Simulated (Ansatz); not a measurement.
**Mg2SO (built on the sites of a database entry of MgO): the cell at rest**

Task: relax Mg2SO (built on the sites of a database entry of MgO) tightly.

Program: Ansatz 0.2.0. Level of theory: DFT PBE, scalar-relativistic, plane waves, norm-conserving pseudopotentials. Results are calculated unless marked as measured.

The structure was built from a prototype and need not be the compound's stable phase.

## Step 1: The structure

The structure is trigonal, space group P3m1 (No. 156). The conventional cell has a = 3.426 Å, b = 3.426 Å, c = 5.161 Å, α = 90.00°, β = 90.00°, γ = 120.00°. Nearest to Mg lie 3 O at 2.04 Å and 1 S at 2.07 Å. Nearest to Mg lie 3 S at 2.04 Å and 1 O at 2.07 Å. Nearest to S lie 4 Mg at 2.04 to 2.07 Å. Nearest to O lie 4 Mg at 2.04 to 2.07 Å. Farther neighbours and most contacts between anions are not listed.

## Step 2: Probe on a coarse mesh

First a cheap look: the gap decides the mesh and the occupations, the pressure tells how far the cell has to move.

The input, input.yaml:

```yaml
crystal:
  lattice:
    - [3.42602, 0.0, 0.0]
    - [-1.71301, 2.96702, 0.0]
    - [0.0, 0.0, 5.16099]
  atoms:
    - { symbol: Mg, position: [0.33333333, 0.66666667, 0.00215974] }
    - { symbol: Mg, position: [0.66666667, 0.33333333, 0.50215974] }
    - { symbol: S, position: [0.33333333, 0.66666667, 0.40244026] }
    - { symbol: O, position: [0.66666667, 0.33333333, 0.90244026] }
kpoints:
  mp_grid: { grid: [6, 6, 4] }
hamiltonian:
  xc: pbe
  pseudopotentials: { kind: nc }
scf:
  occupations: { method: gaussian, width: 0.1 }
output:
  forces: true
  stress: true
  eigenvalues: true
```

Command:

```sh
$ ansatz run input.yaml --threads 4 --pin off --max-ram 7168MiB --backend cpu --events-out ev --progress --plain --runs-dir out
```

Numbers of over 12 decimals in the logs are rounded to 6 here.

Log:

```text
Engine: ansatz 0.2.0, aarch64-unknown-linux-gnu
Pseudopotentials: kind: nc
Pseudopotential: Mg, nc, valence charge 10, recommended cutoff 1142.878222 eV (normal), Mg.nc.azcp
Pseudopotential: S, nc, valence charge 6, recommended cutoff 770 eV (normal), S.nc.azcp (PseudoDojo's, or run here from an input of PseudoDojo's: the run reads no file of this project's for it)
[...]
--- Band table (eV; the first three rows and the last of 24) ---
  k-point 0: bands = [... 12 lower, 5.8400, 6.3728, 6.3728, 6.8865, 10.9558, 13.7730, 15.5079, 15.5079]
  k-point 1: bands = [... 12 lower, 5.9123, 6.0612, 6.2924, 6.2924, 11.9264, 13.8947, 15.4601, 15.4601]
  k-point 2: bands = [... 12 lower, 6.0622, 6.0622, 6.1343, 6.1343, 13.1029, 14.0318, 15.4265, 15.4265]
  k-point 23: bands = [... 12 lower, 3.4334, 4.6227, 6.3181, 6.3803, 13.0744, 13.3775, 15.1456, 15.7526]
[key lines of the parts left out:]
SCF converged after 8 iterations
Free energy (F): -3998.258014 eV
Fermi energy:    8.921112 eV
P = ⅓ Tr σ = 42.5328 GPa (425.328 kbar)
```

Run time: 4 s. Hardware: 4 threads of Arm Neoverse N1, shared host; peak memory 0.42 GiB.

A gap read on the k-mesh alone can miss the band edges.

Numbers from this step:

```yaml
pressure: 42.53 GPa
gap_on_the_k_mesh: 4.069 eV
volume_per_atom: 13.12 Å³
direct_gap_on_mesh: 4.069 eV
```

The coarse mesh shows a gap of 4.07 eV and a pressure of 42.5 GPa.

## Step 3: Rough relaxation

A rough relaxation comes first, because large forces or stress need no tight tolerances yet.

input.yaml: that of step 2 with these lines changed.

```diff
@@ -21 +21,6 @@
   eigenvalues: true
+relax:
+  adjacent_minimum: "off"
+  f_tol: 0.05
+  max_steps: 80
+  cell: { stress_tol: 0.5 }
```

Log:

```text
[...]
Crystal: 4 atoms, lattice volume = 52.462 Å³
Basis set: ecut = 1240 eV, 5177 PW (Γ), exchange–correlation on 80×80×120 points (8 copies of the dense FFT grid, shifted against one another)
Bands: 20, of which v1, the nominal top of the filled ones, is band 16 counted from 1 (15 counted from 0)
Symmetry: 6 space group operations
[...]
cell:  # Å, volume = 69.1913 Å³
    - [3.657623, 0, 1.1367608848298742e-16]
    - [-1.828812, 3.167595, -5.683804424149373e-17]
    - [1.7124278051098733e-16, 0, 5.972045]
  atoms:
    - { symbol: Mg, position: [0.333333, 0.666667, -0.026546] }
    - { symbol: Mg, position: [0.666667, 0.333333, 0.559548] }
    - { symbol: S, position: [0.333333, 0.666667, 0.386128] }
    - { symbol: O, position: [0.666667, 0.333333, 0.890070] }
[key lines of the parts left out:]
SCF converged after 4 iterations
Free energy (F): -4001.035481 eV
Fermi energy:    5.426870 eV
P = ⅓ Tr σ = -0.0774 GPa (-0.774 kbar)
```

Elapsed: 46 s, on 4 threads; peak memory 0.56 GiB; 3 min of CPU time.

The steps of the relaxation:

```csv
step,energy less that of the first step (eV),largest force component (eV/Å),pressure (GPa),volume (Å³)
1,0.0000,4.8879,42.53,52.46
2,-2.1668,1.9589,14.42,60.01
3,-2.6368,0.5340,4.40,64.79
4,-2.7146,0.1422,-0.34,68.09
5,-2.7154,0.0374,-0.05,67.93
6*,-2.7662,0.0355,1.46,67.93
7,-2.7760,0.0608,0.27,68.99
8,-2.7772,0.0149,-0.08,69.19
9*,-2.7775,0.0149,-0.08,69.19
```

Relaxation steps marked * repeat the geometry before them on a plane-wave basis chosen anew for their cell, so energy and pressure can jump there.

Forces are held to the 6 operations that the run works with; a distortion that breaks them can't arise in this run.

```csv
cell as run,before,after,change
a (Å),3.426,3.658,+6.8 %
b (Å),3.426,3.658,+6.8 %
c (Å),5.161,5.972,+15.7 %
volume (Å³/atom),13.12,17.30,+31.9 %
```

The atoms that moved most (Å, as changes of fractional coordinates times the final cell):

```csv
atom,dx,dy,dz,length
Mg2,0.000,0.000,0.343,0.343
Mg1,0.000,0.000,-0.171,0.171
S3,0.000,0.000,-0.097,0.097
O4,0.000,0.000,-0.074,0.074
```

Final coordinates:

```xyz
4
Lattice="3.6576 0.0000 0.0000 -1.8288 3.1676 0.0000 0.0000 0.0000 5.9720" Properties=species:S:1:pos:R:3 pbc="T T T"
Mg    0.0000    2.1117   -0.1585
Mg    1.8288    1.0559    3.3416
S     0.0000    2.1117    2.3060
O     1.8288    1.0559    5.3155
```

This step gave:

| Item | Value |
| --- | --- |
| pressure | -0.07737 GPa |
| gap on the k-mesh | 1.537 eV |
| volume per atom | 17.30 Å³ |
| direct gap on mesh | 1.537 eV |

In this step the volume went from 13.12 to 17.30 Å³/atom.

## Step 4: Relaxation

The cell and atoms are relaxed, since residual forces and stress would shift the frequencies.

The input, input.yaml:

```yaml
crystal:
  lattice:
    - [3.6576230904, 0.0, 0.0]
    - [-1.8288115452, 3.1675945137, 0.0]
    - [0.0, 0.0, 5.9720450393]
  atoms:
    - { symbol: Mg, position: [0.3333333333, 0.6666666667, -0.026545554] }
    - { symbol: Mg, position: [0.6666666667, 0.3333333333, 0.5595481979] }
    - { symbol: S, position: [0.3333333333, 0.6666666667, 0.3861277174] }
    - { symbol: O, position: [0.6666666667, 0.3333333333, 0.8900696387] }
kpoints:
  mp_grid: { grid: [9, 9, 4] }
hamiltonian:
  xc: pbe
  pseudopotentials: { kind: nc }
scf:
  occupations: { method: gaussian, width: 0.02 }
output:
  forces: true
  stress: true
  eigenvalues: true
relax:
  adjacent_minimum: "off"
  f_tol: 0.005
  max_steps: 80
  cell: { stress_tol: 0.05 }
```

Log:

```text
[...]
Crystal: 4 atoms, lattice volume = 69.191 Å³
Basis set: ecut = 1240 eV, 6827 PW (Γ), exchange–correlation on 90×90×144 points (8 copies of the dense FFT grid, shifted against one another)
Bands: 20, of which v1, the nominal top of the filled ones, is band 16 counted from 1 (15 counted from 0)
[... 1 set-up line as in the run before ...]
[...]
k-points: 43 of 324 (time reversal used)
[...]
SCF iter   1: F=—  HF=-4002.199556 eV  |F-HF|=—  |Δ(HF+E_count)|=         —  Δρ=7.33e-2  dr2=3.38e0  ethr=3.10e-3  ⟨swp⟩=7.4  Hψ=4915  notcnv=0
[...]
SCF iter   9: F=-4001.036320 eV  HF=-4001.036320 eV  |F-HF|=2.81e-9  |Δ(HF+E_count)|=   1.46e-7  Δρ=3.58e-6  dr2=7.45e-9  ethr=3.13e-10  ⟨swp⟩=7.2  Hψ=4672  notcnv=0
SCF 1 converged in 9 iterations: F = -4001.036320 eV  dr2 = 7.45e-9
relax step   1: F+E_penalty+E_count = -4001.03632014 eV  Δ(F+E_penalty+E_count) = +0.000e0 eV  max|allowed force component| = 1.496e-2 eV/Å  Δτ_max = 0.0000 Å  P = -0.081 GPa  Ω = 69.191 Å³  (9 SCF iters, dr2 threshold 1.00e-7 eV, accepted)
Crystal: 4 atoms, lattice volume = 69.162 Å³
[...]
SCF iter   5: F=-4001.036382 eV  HF=-4001.036382 eV  |F-HF|=1.30e-9  |Δ(HF+E_count)|=   9.90e-9  Δρ=3.87e-6  dr2=9.76e-9  ethr=9.69e-11  ⟨swp⟩=4.0  Hψ=3723  notcnv=0
SCF 2 converged in 5 iterations: F = -4001.036382 eV  dr2 = 9.76e-9
relax step   2: F+E_penalty+E_count = -4001.03638192 eV  Δ(F+E_penalty+E_count) = -6.178e-5 eV  max|allowed force component| = 3.496e-3 eV/Å  Δτ_max = 0.0020 Å  P = -0.032 GPa  Ω = 69.162 Å³  energy of the carried Pulay correction = +4.460e-6 eV  (5 SCF iters, dr2 threshold 3.10e-8 eV, accepted)
[...]
SCF iter   5: F=-4001.036379 eV  HF=-4001.036379 eV  |F-HF|=4.55e-13  |Δ(HF+E_count)|=  8.73e-11  Δρ=6.70e-7  dr2=3.77e-11  ethr=1.00e-12  ⟨swp⟩=4.0  Hψ=3893  notcnv=0
SCF 3 converged in 5 iterations: F = -4001.036379 eV  dr2 = 3.77e-11
relax step   3: F+E_penalty+E_count = -4001.03637858 eV  Δ(F+E_penalty+E_count) = +3.341e-6 eV  max|allowed force component| = 3.535e-3 eV/Å  Δτ_max = 0.0000 Å  P = -0.032 GPa  Ω = 69.162 Å³  stress off target by 3.71e-2 GPa  SCF on the basis re-selected at this cell (its energy is not comparable with the rows above)  (5 SCF iters)
basis re-selected at this cell: Δ(F+E_penalty+E_count) = +3.341e-6 eV, ΔP = -0.000 GPa vs the last step (what re-selecting the basis moved, of the pressure what is left beyond the Pulay correction that the steps carried, after the strain that the cell walked since its last selection, with what the two solves' SCF thresholds leave and, on support functions, any second-order correction that the steps lacked; it is no m [...]
SCF converged after 5 iterations
Free energy (F): -4001.036379 eV
[...]
Internal energy: -4001.036379 eV  (E = F + TS)
E sigma→0 (E₀):  -4001.036379 eV
Fermi energy:    5.428439 eV
[...]
--- Forces (eV/Å), atoms counted from 1 ---
  atom   1  Mg     0.00000000    -0.00000000    -0.00000842
  atom   2  Mg    -0.00000000     0.00000000     0.00186813
  atom   3  S      0.00000000     0.00000000    -0.00354829
  atom   4  O      0.00000000    -0.00000000     0.00163661
  max |Σ_I F_I| component: 5.20e-5 eV/Å
--- Stress (GPa, compression-positive) ---
       -0.037123       0.000000       0.000000
        0.000000      -0.037123      -0.000000
        0.000000      -0.000000      -0.022308
  P = ⅓ Tr σ = -0.0322 GPa (-0.322 kbar)
--- Band table (eV; the first three rows and the last of 43) ---
  k-point 0: bands = [... 12 lower, 2.6652, 3.4908, 4.6589, 4.6589, 6.1978, 10.6312, 12.9200, 13.3510]
  k-point 1: bands = [... 12 lower, 2.6691, 2.7966, 4.6526, 4.6526, 7.0575, 10.5689, 11.7645, 13.3448]
  k-point 2: bands = [... 12 lower, 2.6731, 2.6731, 4.6462, 4.6462, 8.1138, 9.9521, 11.1799, 13.3648]
  k-point 42: bands = [... 12 lower, 1.5588, 2.1550, 3.0723, 3.3870, 9.7114, 10.5444, 10.7292, 12.0087]
--- Relaxed structure (2 steps of the walk, 2 accepted, 1 SCFs on fresh bases) ---
[...]
cell:  # Å, volume = 69.1623 Å³
    - [3.655761, 0.0, 0]
    - [-1.827880, 3.165982, 0]
    - [0, 0, 5.975626]
  atoms:
    - { symbol: Mg, position: [0.333333, 0.666667, -0.026207] }
    - { symbol: Mg, position: [0.666667, 0.333333, 0.559461] }
    - { symbol: S, position: [0.333333, 0.666667, 0.386188] }
    - { symbol: O, position: [0.666667, 0.333333, 0.889758] }
```

Run time: 34 s. Hardware: 4 threads; peak memory 0.65 GiB.

Little changed from the start: no atom moved by 0.005 Å and no cell edge by 0.1 %.

This step gave:

```yaml
pressure: -0.03218 GPa
gap_on_the_k_mesh: 1.539 eV
volume_per_atom: 17.29 Å³
direct_gap_on_mesh: 1.539 eV
```

In this step the volume went from 17.30 to 17.29 Å³/atom.

## Step 5: Tight relaxation

Phonons need a cell at rest on their own settings, so the relaxation is repeated with tight tolerances on forces and stress, using the mesh and the filling of the phonon run that follows.

input.yaml, the sections that differ from step 4:

```yaml
crystal:
  lattice:
    - [3.6557606758, 0.0, 0.0]
    - [-1.8278803379, 3.1659816154, 0.0]
    - [0.0, 0.0, 5.9756258141]
  atoms:
    - { symbol: Mg, position: [0.3333333333, 0.6666666667, -0.0262067286] }
    - { symbol: Mg, position: [0.6666666667, 0.3333333333, 0.5594606002] }
    - { symbol: S, position: [0.3333333333, 0.6666666667, 0.3861878926] }
    - { symbol: O, position: [0.6666666667, 0.3333333333, 0.8897582358] }
scf:
  occupations: { method: fixed }
relax:
  adjacent_minimum: "off"
  f_tol: 0.001
  max_steps: 60
  cell: { stress_tol: 0.01 }
# kpoints, hamiltonian, output: as in step 4
```

Log:

```text
[...]
Crystal: 4 atoms, lattice volume = 69.162 Å³
Basis set: ecut = 1240 eV, 6827 PW (Γ), exchange–correlation on 90×90×144 points (8 copies of the dense FFT grid, shifted against one another)
Bands: 20, of which v1, the nominal top of the filled ones, is band 16 counted from 1 (15 counted from 0)
[... 1 set-up line as in the run before ...]
[...]
cell:  # Å, volume = 69.1254 Å³
    - [3.654643, 0, -1.380454157472666e-19]
    - [-1.827322, 3.165014, 0]
    - [-2.25645993546025e-19, 0, 5.976086]
  atoms:
    - { symbol: Mg, position: [0.333333, 0.666667, -0.026174] }
    - { symbol: Mg, position: [0.666667, 0.333333, 0.559514] }
    - { symbol: S, position: [0.333333, 0.666667, 0.386082] }
    - { symbol: O, position: [0.666667, 0.333333, 0.889778] }
[key lines of the parts left out:]
SCF converged after 8 iterations
Free energy (F): -4001.036386 eV
Fermi energy:    4.667636 eV
P = ⅓ Tr σ = -0.0000 GPa (-0.000 kbar)
```

Wall time 58 s (4 threads); peak memory 0.64 GiB.

Little changed from the start: no atom moved by 0.005 Å and no cell edge by 0.1 %.

Numbers from this step:

| Item | Value |
| --- | --- |
| pressure | -1.53e-5 GPa |
| gap on the k-mesh | 1.535 eV |
| volume per atom | 17.28 Å³ |
| direct gap on mesh | 1.535 eV |

The largest force component left is 0.11 meV/Å and the pressure is 0.000 GPa, within the tolerances set. The cell now holds 17.28 Å³/atom.

## Step 6: Summary of results

```json
{
  "space group after relaxation (within 0.01 Å)": "P3m1",
  "lattice constant a": "3.655 Å",
  "lattice constant b": "3.655 Å",
  "lattice constant c": "5.976 Å",
  "volume per atom": "17.3 Å³",
  "gap on the k-mesh": "1.54 eV"
}
```

What this shows: The largest force component left is 0.11 meV/Å and the pressure is 0.000 GPa, within the tolerances set. The cell now holds 17.28 Å³/atom. The relaxation keeps the symmetry of its start, so it says nothing on stability against lower symmetry. The starting cell was built on a prototype and not taken from a measurement, so the phase need not exist.

[Logs are printed without paths, hosts, clocks, repeated set-up lines and the standing remarks that a program may print on its own settings, such as how far it seeks lower states.]

[Hosts, paths, dates, database ids (printed as entryN), source tags and the programs' standing remarks are cut or masked in the printed files.]
